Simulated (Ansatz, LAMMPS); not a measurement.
# A vacancy of Al at several sites of glassy 40SiO2-28Al2O3-16Li2O-16SrO (mol %) (85 atoms): runs compared

Aim: make a vacancy of Al at several sites of glassy 40SiO2-28Al2O3-16Li2O-16SrO (mol %) (85 atoms), relax each, and compare their energies.

Computed with Ansatz 0.2.0: Kohn-Sham DFT, PBEsol, PAW (set soft_2), plane waves.

## (1) The cell as built

The cell holds 85 atoms: 10 Si, 14 Al, 8 Li, 4 Sr and 49 O. Its edges and angles: a = 10.152 Å, b = 10.152 Å, c = 10.152 Å, α = 90.0°, β = 90.0°, γ = 90.0°. 85 atoms (10 Si, 14 Al, 8 Li, 4 Sr, 49 O) placed at random at 2.93 g/cm³, melted at 4000 K for 10 ps at fixed volume with the Morse and Coulomb pair potential with partial charges (Pedone, Malavasi, Menziani, Cormack and Segre, J. Phys. Chem. B 110, 11780 (2006)). Quenched from 4000 K to 300 K at 6 K/ps and fixed volume, held 5 ps, then minimised at fixed cell.

Limits known from the start: The quench rate of 6 K/ps is many orders above laboratory rates, so the cell is likely richer in defects and strain than a real sample. The network of bonds at the start is that of the classical potential that made the cell, and needn't be the one that DFT or experiment would give. The Brillouin zone is sampled at Γ only, in a cell whose shortest periodic width is 10 Å.

## (2) The reference run

The reference is a single point at the end of the relaxation.

Every defect cell starts from the geometry of this run and is relaxed in the fixed cell.

Its input, with most atom lines left out:

```yaml
crystal:
  lattice:
    - [10.1517, 0.0, 0.0]
    - [0.0, 10.1517, 0.0]
    - [0.0, 0.0, 10.1517]
  atoms:
    - { symbol: Si, position: [0.60407, 0.45334, 0.51736] }
    - { symbol: Si, position: [0.16732, 5.0e-05, 0.89193] }
    - { symbol: Si, position: [0.78851, 0.17535, 0.76793] }
    - { symbol: Si, position: [0.50892, 0.11382, 0.27836] }
    - { symbol: Si, position: [0.58149, 0.65359, 0.30861] }
    - { symbol: Si, position: [0.60454, 0.3347, 0.93551] }
    - { symbol: Si, position: [0.88653, 0.36803, 0.40993] }
    [... atom lines 8 to 85 left out ...]
kpoints:
  mp_grid: { grid: [1, 1, 1] }
hamiltonian:
  xc: pbesol
scf:
  occupations: { method: fermi_dirac, width: 0.025 }
output:
  forces: true
  stress: true
  populations: true
  dos:
    method: { smearing: { sigma: 0.08 } }
    de: 0.1
    projected: { site_lists: { Al: [Al], Li: [Li], O: [O], Si: [Si], Sr: [Sr] } }
  eigenvalues: true
  write_density: true
  write_potential: true
  volumetric_format: npy
  elf: true
```

- free energy per atom: -667.6040 eV/atom
- r.m.s. force component: 0.00895 eV/Å
- pressure: -1.113 GPa

Filled and empty levels are parted by 3.82 eV (at Γ alone); a semilocal functional tends to put such gaps too low. In a disordered cell it changes from sample to sample, and tail or defect levels can set it.

## (3) The runs

Each row is one run, on 4 threads of Arm Neoverse V2, shared host. The free energy is the program's total, comparable only between runs with the same functional, potentials and atoms.

| run | atoms | outcome | ionic steps, all passes | free energy (eV) | time | host memory (GiB) |
| --- | --- | --- | --- | --- | --- | --- |
| Single point at the start | 85 | converged | - | -56742.985 | 7.3 s | 1.2 |
| Relaxation | 85 | converged | 10 | -56746.341 | 54 s | 1.3 |
| Single point at the relaxed geometry | 85 | converged | - | -56746.341 | 13 s | 1.3 |
| Vacancy of Al, site Al21 | 84 | converged | 21 | -56210.427 | 7 min | 2.2 |
| Vacancy of Al, site Al18 | 84 | converged | 35 | -56209.748 | 12 min | 2.2 |
| Vacancy of Al, site Al20 | 84 | converged | 14 | -56209.683 | 5.9 min | 2.1 |
| Vacancy of Al, site Al13 | 84 | converged | 41 | -56212.434 | 13 min | 2.2 |
| Vacancy of Al, site Al17 | 84 | cut at the time limit | 9 | -56210.117 | 4.1 min | 2.0 |

The surroundings of site Al13, the cheapest one, after relaxation: 14 atoms, nearest first, with positions taken from that point. Atoms keep their numbers of the cell before the removal, where the removed atom was number 13.

| atom | x | y | z | distance (Å) | bonds | moment (μB) |
| --- | --- | --- | --- | --- | --- | --- |
| Li25 | 0.71 | -0.36 | -1.12 | 1.37 | 4 | 0.00 |
| O64 | 0.42 | -1.12 | 1.04 | 1.58 | 3 | 0.25 |
| O43 | -0.31 | -0.30 | 1.82 | 1.87 | 2 | 0.23 |
| O41 | -0.85 | 0.29 | -1.95 | 2.15 | 4 | 0.00 |
| O79 | 1.97 | 0.86 | -0.34 | 2.18 | 3 | 0.05 |
| O84 | 0.07 | 2.58 | 0.51 | 2.63 | 3 | 0.01 |
| Si7 | 1.36 | 2.34 | -0.56 | 2.76 | 4 | 0.00 |
| Al21 | -0.45 | -2.91 | 0.82 | 3.06 | 4 | 0.00 |
| Si4 | -2.37 | -0.25 | -2.17 | 3.22 | 4 | 0.00 |
| Li30 | 3.30 | -0.33 | 0.07 | 3.32 | 3 | 0.00 |
| O59 | 0.75 | 2.51 | -2.06 | 3.33 | 3 | 0.00 |
| Si3 | 0.45 | 0.34 | 3.30 | 3.35 | 4 | 0.00 |
| O82 | -2.99 | -1.18 | -0.94 | 3.35 | 3 | 0.00 |
| O85 | 1.49 | -0.30 | -2.99 | 3.36 | 4 | 0.00 |

The column of bonds counts only the pairs O-O within 1.49 Å, O-Al within 2.49 Å, O-Si within 2.12 Å, O-Li within 2.48 Å, O-Sr within 3.05 Å; other neighbours, such as metal atoms beside each other in a compound, aren't counted, and periodic images can show an atom twice.

## (4) The sites compared

All these cells hold the same atoms, so their energies can be compared with no chemical potential.

| site | neighbours | mean distance (Å) | atoms within 6 Å | energy over the best site (eV) | before relaxation (eV) | gain on relaxing (eV) | moment (μB) |
| --- | --- | --- | --- | --- | --- | --- | --- |
| Al13 | O4 | 1.77 | 69 | 0.00 | 0.08 | 4.30 | 1.0 |
| Al21 | O4 | 1.78 | 69 | 2.01 | 0.00 | 2.21 | 3.0 |
| Al17 * | O4 | 1.78 | 73 | 2.32 | 0.07 | 1.97 | - |
| Al18 | O4 | 1.77 | 72 | 2.69 | 0.07 | 1.60 | 3.0 |
| Al20 | O4 | 1.77 | 64 | 2.75 | 0.22 | 1.69 | 3.0 |

* The relaxation didn't finish, so this cell's energy would fall further, and differences against it can move either way. Neighbours are those of the relaxed host within 2.33 Å (O-Al); other pairs aren't counted.

## (5) Outcome

The cheapest site is Al13 (4 neighbours, O4); the dearest, Al20 (4 neighbours, O4), costs 2.8 eV more. Over 5 sites the energy shows no clear trend with the mean distance to neighbours. The chemistry differs between sites, which can decide the order more than coordination does: at Al13 an O–O bond under 1.6 Å formed; at Al21 Li moved to within 1.0 Å of the empty place. At Al13 (largest move 2.5 Å) and Al21 (largest move 1.9 Å) other atoms changed place, so the end state is more than the plain defect. Relaxation changes the order: the best site before relaxing was Al21.

Caveats: Defects are neutral and interact with their images. The reference ran with fermi-dirac smearing of 0.025 eV, but 5 of the 5 defect cells with fermi-dirac smearing of 0.025 eV, spin polarised. In a disordered cell the relaxation can also rearrange atoms far from the site. In the spin-polarised runs the search for a state of lower energy was switched off. Only 5 of the 14 Al sites were tried; unless symmetry makes the others alike to these, a cheaper one may exist. A local or semilocal functional tends to spread out the unpaired spin of such defects. Sites that ended on different moments differ in electronic state too.

The DFT runs together took 43 min of wall time.

[Logs are printed without paths, hosts, clocks, repeated set-up lines and the standing remarks that a program may print on its own settings, such as how far it seeks lower states.]

[Hosts, paths, dates, database ids (printed as entryN), source tags and the programs' standing remarks are cut or masked in the printed files.]
